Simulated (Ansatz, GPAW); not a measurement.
# BaCa2As2 (model structure): optical spectrum from first principles, part 3 of 3

Wanted: where BaCa2As2 (model structure) starts to absorb, how strongly, and its refractive index. The structure is a model built here, which may or may not match a known phase. It was built so: All Mg replaced by Ca and P replaced by As in the P-3m1 structure of BaMg2P2. The cell is first relaxed with Ansatz.

GPAW 26.7.0; DFT, PBE, plane-wave PAW (GPAW data sets), scalar-relativistic, RPA, optical limit.

So far. Step 3 (Ground state): There is a gap, 1.51 eV on this mesh (points off the mesh can give less), so no carriers' term is needed.

### 5. Dielectric function, RPA (continued)

Values under the direct gap are tails of Lorentzian lines. Im ε against photon energy; read off at these points:

```tsv
photon energy (eV)	E ∥ x	E ∥ z
0.0	0	0
0.5	0.0850	0.0783
1.0	0.248	0.198
1.5	1.30	0.530
2.0	2.97	2.47
2.5	4.06	5.21
3.0	5.42	9.32
3.5	5.42	7.43
4.0	6.65	7.25
4.5	6.40	6.64
5.0	5.93	5.57
5.5	7.27	4.39
6.0	5.85	4.18
6.5	3.92	3.43
7.0	3.01	2.36
7.5	1.69	1.67
8.0	1.44	1.84
8.5	1.40	1.78
9.0	1.40	1.72
9.5	1.28	1.33
10.0	1.19	1.18
10.5	0.821	0.800
11.0	0.639	0.722
11.5	0.604	0.635
12.0	0.552	0.698
12.5	0.548	0.651
13.0	0.571	0.555
13.5	0.533	0.504
14.0	0.608	0.457
14.5	0.612	0.532
15.0	0.674	0.629
15.5	0.597	0.553
16.0	0.490	0.480
16.5	0.449	0.470
17.0	0.411	0.401
17.5	0.430	0.347
18.0	0.437	0.352
18.5	0.429	0.405
19.0	0.496	0.409
19.5	0.585	0.426
```

The Re ε by photon energy:

```tsv
photon energy (eV)	E ∥ x	E ∥ z
0.0	6.56	6.81
0.5	6.69	6.93
1.0	7.18	7.36
1.5	8.27	8.39
2.0	8.17	9.70
2.5	7.44	8.69
3.0	6.24	6.62
3.5	5.42	3.33
4.0	4.30	2.60
4.5	3.01	0.478
5.0	2.24	0.378
5.5	1.12	-0.107
6.0	-1.77	-0.975
6.5	-1.65	-0.797
7.0	-1.88	-1.03
7.5	-1.02	-0.112
8.0	-0.739	-0.207
8.5	-0.153	0.146
9.0	-0.0976	-0.302
9.5	-0.173	-0.187
10.0	-0.256	-0.164
10.5	-0.160	-0.126
11.0	0.102	0.113
11.5	0.255	0.269
12.0	0.366	0.364
12.5	0.477	0.360
13.0	0.509	0.398
13.5	0.633	0.500
14.0	0.671	0.609
14.5	0.677	0.667
15.0	0.642	0.699
15.5	0.503	0.563
16.0	0.596	0.623
16.5	0.631	0.635
17.0	0.679	0.642
17.5	0.762	0.699
18.0	0.757	0.795
18.5	0.797	0.804
19.0	0.855	0.838
19.5	0.737	0.822
```

The reflectivity at normal incidence has structure finer than the step of the table below, so its rows give means over 0.5 eV, whole bins alone (the curve runs from 0 to 19.7 eV). Peaks (eV: height): E ∥ x 7.15: 45.0; E ∥ z 2.98: 34.9, 4.52: 34.1, 6.02: 34.7, 7.10: 34.1, 9.09: 24.4.

Table of reflectivity at normal incidence by photon energy; means over each step:

```tsv
photon energy (eV)	E ∥ x (%)	E ∥ z (%)
0.5	19.6	20.2
1.0	20.9	21.4
1.5	23.5	23.9
2.0	24.6	27.6
2.5	25.3	29.9
3.0	26.3	33.7
3.5	26.2	31.3
4.0	28.1	31.9
4.5	28.2	32.6
5.0	28.2	31.1
5.5	33.7	29.8
6.0	40.6	32.6
6.5	39.1	31.8
7.0	42.1	33.5
7.5	37.2	22.8
8.0	31.4	21.0
8.5	21.7	18.6
9.0	20.0	23.4
9.5	20.5	21.6
10.0	22.1	21.4
10.5	21.7	20.6
11.0	15.0	14.1
11.5	10.3	10.1
12.0	7.36	8.08
12.5	5.40	8.01
13.0	4.82	6.60
13.5	3.54	4.73
14.0	3.54	3.24
14.5	3.59	2.90
15.0	4.30	3.50
15.5	5.03	4.16
16.0	3.53	3.20
16.5	2.87	2.95
17.0	2.20	2.50
17.5	1.82	1.74
18.0	1.85	1.26
18.5	1.64	1.40
19.0	1.86	1.38
```

The loss function −Im 1/ε at q → 0 has structure finer than the step of the table below, so its rows give means over 0.5 eV, whole bins alone (the curve runs from 0 to 19.7 eV). Peaks (eV: height): E ∥ x 10.95: 1.53, 15.54: 0.988; E ∥ z 11.40: 1.39, 15.44: 0.891.

Values under the direct gap are tails of Lorentzian lines. Loss function −Im 1/ε at q → 0 against energy loss; means over each step:

```tsv
energy loss (eV)	E ∥ x	E ∥ z
0.5	0.00193	0.00164
1.0	0.00505	0.00370
1.5	0.0195	0.00816
2.0	0.0400	0.0242
2.5	0.0575	0.0477
3.0	0.0770	0.0714
3.5	0.0933	0.109
4.0	0.108	0.122
4.5	0.131	0.157
5.0	0.144	0.184
5.5	0.136	0.223
6.0	0.161	0.239
6.5	0.221	0.287
7.0	0.251	0.370
7.5	0.414	0.555
8.0	0.567	0.547
8.5	0.710	0.552
9.0	0.712	0.578
9.5	0.766	0.736
10.0	0.841	0.835
10.5	1.19	1.18
11.0	1.49	1.33
11.5	1.40	1.30
12.0	1.23	1.13
12.5	1.03	1.17
13.0	0.954	1.17
13.5	0.801	1.00
14.0	0.751	0.803
14.5	0.740	0.712
15.0	0.782	0.725
15.5	0.947	0.871
16.0	0.839	0.788
16.5	0.754	0.757
17.0	0.650	0.705
17.5	0.571	0.573
18.0	0.572	0.472
18.5	0.527	0.490
19.0	0.521	0.478
```

Values under the direct gap are tails of Lorentzian lines. Table of Im ε, E ∥ x by photon energy; read off at these points:

```tsv
photon energy (eV)	without local fields	with local fields
0.00	0	0
0.50	0.122	0.0850
1.00	0.355	0.248
1.50	1.83	1.30
2.00	4.57	2.97
2.50	6.15	4.06
3.00	8.00	5.42
3.50	7.76	5.42
4.00	9.21	6.65
4.50	8.34	6.40
5.00	7.25	5.93
5.50	7.57	7.27
6.00	4.94	5.85
6.50	3.41	3.92
7.00	2.46	3.01
7.50	1.56	1.69
8.00	1.39	1.44
8.50	1.62	1.40
9.00	1.55	1.40
9.50	1.35	1.28
10.00	1.06	1.19
10.50	0.759	0.821
11.00	0.694	0.639
11.50	0.652	0.604
12.00	0.592	0.552
12.50	0.532	0.548
13.00	0.442	0.571
13.50	0.486	0.533
14.00	0.684	0.608
14.50	0.859	0.612
15.00	0.866	0.674
15.50	0.479	0.597
16.00	0.596	0.490
16.50	0.752	0.449
17.00	0.929	0.411
17.50	1.39	0.430
17.61	1.41	0.445
18.00	0.969	0.437
18.50	0.700	0.429
19.00	0.510	0.496
19.50	0.342	0.585
```

At chosen wavelengths:

```tsv
wavelength (nm)	n x	k x	R (%) x	1/α x	n z	k z	R (%) z	1/α z
1550	2.63	0.031	20.2	4.0 µm	2.67	0.026	20.7	4.7 µm
1064	2.74	0.068	21.6	1.2 µm	2.76	0.048	21.9	1.8 µm
800	2.90	0.262	24.0	243 nm	2.93	0.104	24.1	613 nm
633	2.91	0.471	24.9	107 nm	3.13	0.368	27.1	137 nm
532	2.81	0.652	24.8	65 nm	3.22	0.812	30.3	52 nm
450	2.79	0.835	25.9	43 nm	3.22	1.032	31.8	35 nm
365	2.54	1.066	25.6	27 nm	2.49	1.592	32.3	18 nm
```

Below the direct gap, k and the depth come from the tails of the Lorentzian lines, not from transitions.

Rows near the edge hang on the gap, which this functional as a rule makes too small, and phonon-assisted absorption is left out.

### 6. Summary of results

```json
{
  "electronic dielectric constant ε∞, mean over x, y and z (by symmetry where fewer were run) (RPA)": "6.64",
  "main peak of Im epsilon, first axis": "5.51 eV",
  "centre of weight of the strongest loss peak in the window, first axis": "11.9 eV"
}
```

What this shows: At this level (PBE, RPA) BaCa2As2 has a mean ε∞ = 6.64 and n = 2.63 at 1550 nm (E ∥ x), and Im ε peaks at 5.5 eV (E ∥ x). The cell shrank by 6.2 % in volume. On the mesh the gap is 1.40 eV and the least direct gap 1.50 eV, so on this mesh the band edges lie at different points. Local fields change the static value along x from 8.15 to 6.56 (-20 %). Distinct maxima of Im ε, read by a parabola through the highest points, lie at 4.03 eV (6.7) and 5.51 eV (7.3) for E ∥ x. The static values by axis are 6.56 (x), 6.81 (z). Excitons and phonon-assisted transitions are missing; PBE gaps are as a rule too small, which pulls the onset down and ε∞ up. Spin-orbit coupling is left out although heavy atoms are present. The sum runs over mesh points, so small or evenly spaced maxima can still be ripples of the mesh. The curves end at 20 eV, about where the summed bands run out. The mesh misses the corner K of the hexagonal zone, so gaps read from it can be too wide where band edges lie there.

[Machine, clock and banner lines and Python warnings are left out of the logs.]

[Logs are printed without paths, hosts, clocks, repeated set-up lines and the standing remarks that a program may print on its own settings, such as how far it seeks lower states.]

[Hosts, paths, dates, database ids (printed as entryN), source tags and the programs' standing remarks are cut or masked in the printed files.]
